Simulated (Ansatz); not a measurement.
## HgTe (model cell, started as CsCl type): relaxing the cell for a phonon run

Task: relax HgTe (model cell, started as CsCl type) tightly.

Calculated with Ansatz 0.2.0; DFT PBEsol, scalar-relativistic, plane waves, PAW.

Most raw output is cut from this account.

The structure was built from a prototype and need not be the compound's stable phase.

**1. Starting point**

The structure is cubic, space group Pm-3m (No. 221). Conventional cell: a = 3.879 Å, b = 3.879 Å, c = 3.879 Å, α = 90.00°, β = 90.00°, γ = 90.00°. Nearest to Hg lie 8 Te at 3.36 Å. Nearest to Te lie 8 Hg at 3.36 Å. Farther neighbours and most contacts between anions are not listed.

**2. Probe on a coarse mesh**

First a cheap look: the gap decides the mesh and the occupations, the pressure tells how far the cell has to move.

input.yaml reads:

```yaml
crystal:
  lattice:
    - [3.87887, 0.0, 0.0]
    - [0.0, 3.87887, 0.0]
    - [0.0, 0.0, 3.87887]
  atoms:
    - { symbol: Hg, position: [0.0, 0.0, 0.0] }
    - { symbol: Te, position: [0.5, 0.5, 0.5] }
kpoints:
  mp_grid: { grid: [6, 6, 6] }
hamiltonian:
  xc: pbesol
scf:
  occupations: { method: gaussian, width: 0.1 }
output:
  forces: true
  stress: true
  eigenvalues: true
```

Command:

```
ansatz run input.yaml --threads 4 --pin off --max-ram 7168MiB --backend cpu --events-out ev --progress --plain --runs-dir out
```

It took 0.5 s on 4 threads of Arm Neoverse V2, shared host; peak memory 0.32 GiB; 1.4 s of CPU time.

This step gave:

| Quantity | Value |
| --- | --- |
| pressure | -5.266 GPa |
| volume per atom | 29.18 Å³ |
| gap on the k-mesh | 0 eV |

The coarse mesh shows no gap and a pressure of -5.3 GPa.

**3. Relaxation**

The cell and atoms are relaxed, since residual forces and stress would shift the frequencies.

input.yaml, the sections that differ from step 2:

```yaml
kpoints:
  mp_grid: { grid: [10, 10, 10] }
relax:
  adjacent_minimum: "off"
  f_tol: 0.005
  max_steps: 80
  cell: { stress_tol: 0.05 }
# crystal, hamiltonian, scf, output: as in step 2
```

It took 3 s on 4 threads; peak memory 0.39 GiB.

The steps of the relaxation:

| step | energy less that of the first step (eV) | largest force component (eV/Å) | pressure (GPa) | volume (Å³) |
| --- | --- | --- | --- | --- |
| 1 | 0.0000 | 0.0000 | -5.34 | 58.36 |
| 2 | -0.1403 | 0.0000 | -0.03 | 51.19 |
| 3* | -0.1388 | 0.0000 | -0.04 | 51.19 |

Relaxation steps marked * repeat the geometry before them on a plane-wave basis chosen anew for their cell, so energy and pressure can jump there.

Forces are held to the 48 operations that the run works with; a distortion that breaks them can't arise in this run.

| conventional cell, symmetrised | before | after | change |
| --- | --- | --- | --- |
| a (Å) | 3.879 | 3.713 | -4.3 % |
| b (Å) | 3.879 | 3.713 | -4.3 % |
| c (Å) | 3.879 | 3.713 | -4.3 % |
| volume (Å³/atom) | 29.18 | 25.60 | -12.3 % |

The relaxed structure:

```
Hg Te
1.0
     3.71306    0.00000    0.00000
     0.00000    3.71306    0.00000
     0.00000    0.00000    3.71306
Hg Te
1 1
Direct
  0.00000 0.00000 0.00000
  0.50000 0.50000 0.50000
```

This step gave:

| Quantity | Value |
| --- | --- |
| pressure | -0.04423 GPa |
| volume per atom | 25.60 Å³ |

In this step the volume went from 29.18 to 25.60 Å³/atom.

**4. Relaxation**

The relaxation is repeated from its end on the same settings, as a check that it has come to rest.

input.yaml, the sections that differ from step 3:

```yaml
crystal:
  lattice:
    - [3.7130569498, 0.0, 0.0]
    - [0.0, 3.7130569498, 0.0]
    - [0.0, 0.0, 3.7130569498]
  atoms:
    - { symbol: Hg, position: [0.0, 0.0, 0.0] }
    - { symbol: Te, position: [0.5, 0.5, 0.5] }
output:
  forces: true
  stress: true
  eigenvalues: true
  write_density: true
  write_potential: true
  elf: true
  volumetric_format: npy
# kpoints, hamiltonian, scf, relax: as in step 3
```

The job ended after 2 s (4 threads; peak memory 0.39 GiB; 7.1 s of CPU time).

Little changed from the start: no atom moved by 0.005 Å and no cell edge by 0.1 %.

Electrostatic potential energy in the ac plane at fractional y = 0.000, with atoms of Hg within 0.2 Å of it. With pseudopotentials it is smooth inside the atoms' cores, unlike the true potential.

Values in eV, 14 rows by 14 columns, each cell a mean:
```
-32 -33 -30 -11   7  13  16  16  15  12   4 -19 -32 -33
-33 -31 -22  -2  10  14  16  16  15  13   8  -9 -26 -32
-22 -17  -6   7  13  15  16  16  16  15  12   4  -9 -19
  2   5   9  13  15  16  16  16  16  15  14  12   8   4
 12  13  14  15  16  16  16  16  16  16  15  15  13  12
 15  15  16  16  16  16  16  16  16  16  16  16  15  15
 16  16  16  16  16  16  16  15  16  16  16  16  16  16
 15  16  16  16  16  16  16  16  16  16  16  16  16  16
 13  14  14  15  16  16  16  16  16  16  16  15  14  13
  5   7  10  13  15  16  16  16  16  16  15  13  10   7
-14  -9   0  10  13  15  16  16  16  15  13   7  -2 -11
-32 -29 -19   0  10  14  16  16  16  14   9  -6 -22 -30
-33 -33 -29  -9   7  14  16  16  15  13   5 -17 -31 -33
-30 -33 -32 -14   5  13  15  16  15  12   2 -22 -33 -32
```
Columns run along a (3.7 Å; values clipped at the 3rd and 97th percentile), rows up along c (3.7 Å). Atoms in or near the plane, at fractional coordinates: Hg at (0.00, 0.00).

Valence density in the ac plane at fractional y = 0.000, with atoms of Hg within 0.2 Å of it. It is the smooth field of the valence electrons, not physical close to the nuclei.

Ten even steps from '_' (0 e/Å³) to '@' (16 e/Å³), each cell a mean:
```
%%**--________________..==##
==--..__________________::==
....______________________..
____________________________
____________________________
____________________________
____________________________
____________________________
____________________________
____________________________
..__________________________
==--..__________________..--
##++--________________..--**
@@##==..______________..==%%
```
Columns run along a (3.7 Å), rows up along c (3.7 Å). Atoms in or near the plane, at fractional coordinates: Hg at (0.00, 0.00).

ELF in the ac plane at fractional y = 0.000, with atoms of Hg within 0.2 Å of it. It is the smooth field of the valence electrons, not physical close to the nuclei.

Ten even steps from '0' (0.07) to '9' (0.76), each cell a mean:
```
87643200023567
66543100023456
55432100012345
33321000011233
22211000001122
00000000000000
00000011000000
00000001000000
22110000000112
33221000011233
54432100012344
66542100023456
87643200023567
98653200023568
```
Columns run along a (3.7 Å), rows up along c (3.7 Å). Atoms in or near the plane, at fractional coordinates: Hg at (0.00, 0.00).

In this step the volume went from 25.60 to 25.60 Å³/atom.

**5. Relaxing to small forces for the phonons**

Phonons need a cell at rest on their own settings, so the relaxation is repeated with tight tolerances on forces and stress on the k mesh and occupations of the first response run.

input.yaml, the sections that differ from step 4:

```yaml
kpoints:
  mp_grid: { grid: [12, 12, 12] }
scf:
  occupations: { method: methfessel_paxton, width: 0.15 }
output:
  forces: true
  stress: true
  eigenvalues: true
relax:
  adjacent_minimum: "off"
  f_tol: 0.001
  max_steps: 60
  cell: { stress_tol: 0.01 }
# crystal, hamiltonian: as in step 4
```

Run time: 4.8 s. Hardware: 4 threads; peak memory 0.41 GiB.

Little changed from the start: no atom moved by 0.005 Å and no cell edge by 0.1 %.

Numbers from this step:

```
pressure        : -1.69e-4 GPa
volume per atom : 25.63 Å³
```

The forces vanish by symmetry and the pressure is 0.000 GPa, within the tolerances set. The cell now holds 25.63 Å³/atom.

**6. Outcome**

| Item | Value |
| --- | --- |
| space group after relaxation | Pm-3m |
| lattice constant a | 3.715 Å |
| lattice constant b | 3.715 Å |
| lattice constant c | 3.715 Å |
| volume per atom | 25.6 Å³ |

In words: The forces vanish by symmetry and the pressure is 0.000 GPa, within the tolerances set. The cell now holds 25.63 Å³/atom. The relaxation keeps the symmetry of its start, so it says nothing on stability against lower symmetry. Spin-orbit coupling is left out, which can matter for the heavy elements here. The starting cell was built on a prototype and not taken from a measurement, so the phase need not exist.

[Logs are printed without paths, hosts, clocks, repeated set-up lines and the standing remarks that a program may print on its own settings, such as how far it seeks lower states.]

[Hosts, paths, dates, database ids (printed as entryN), source tags and the programs' standing remarks are cut or masked in the printed files.]
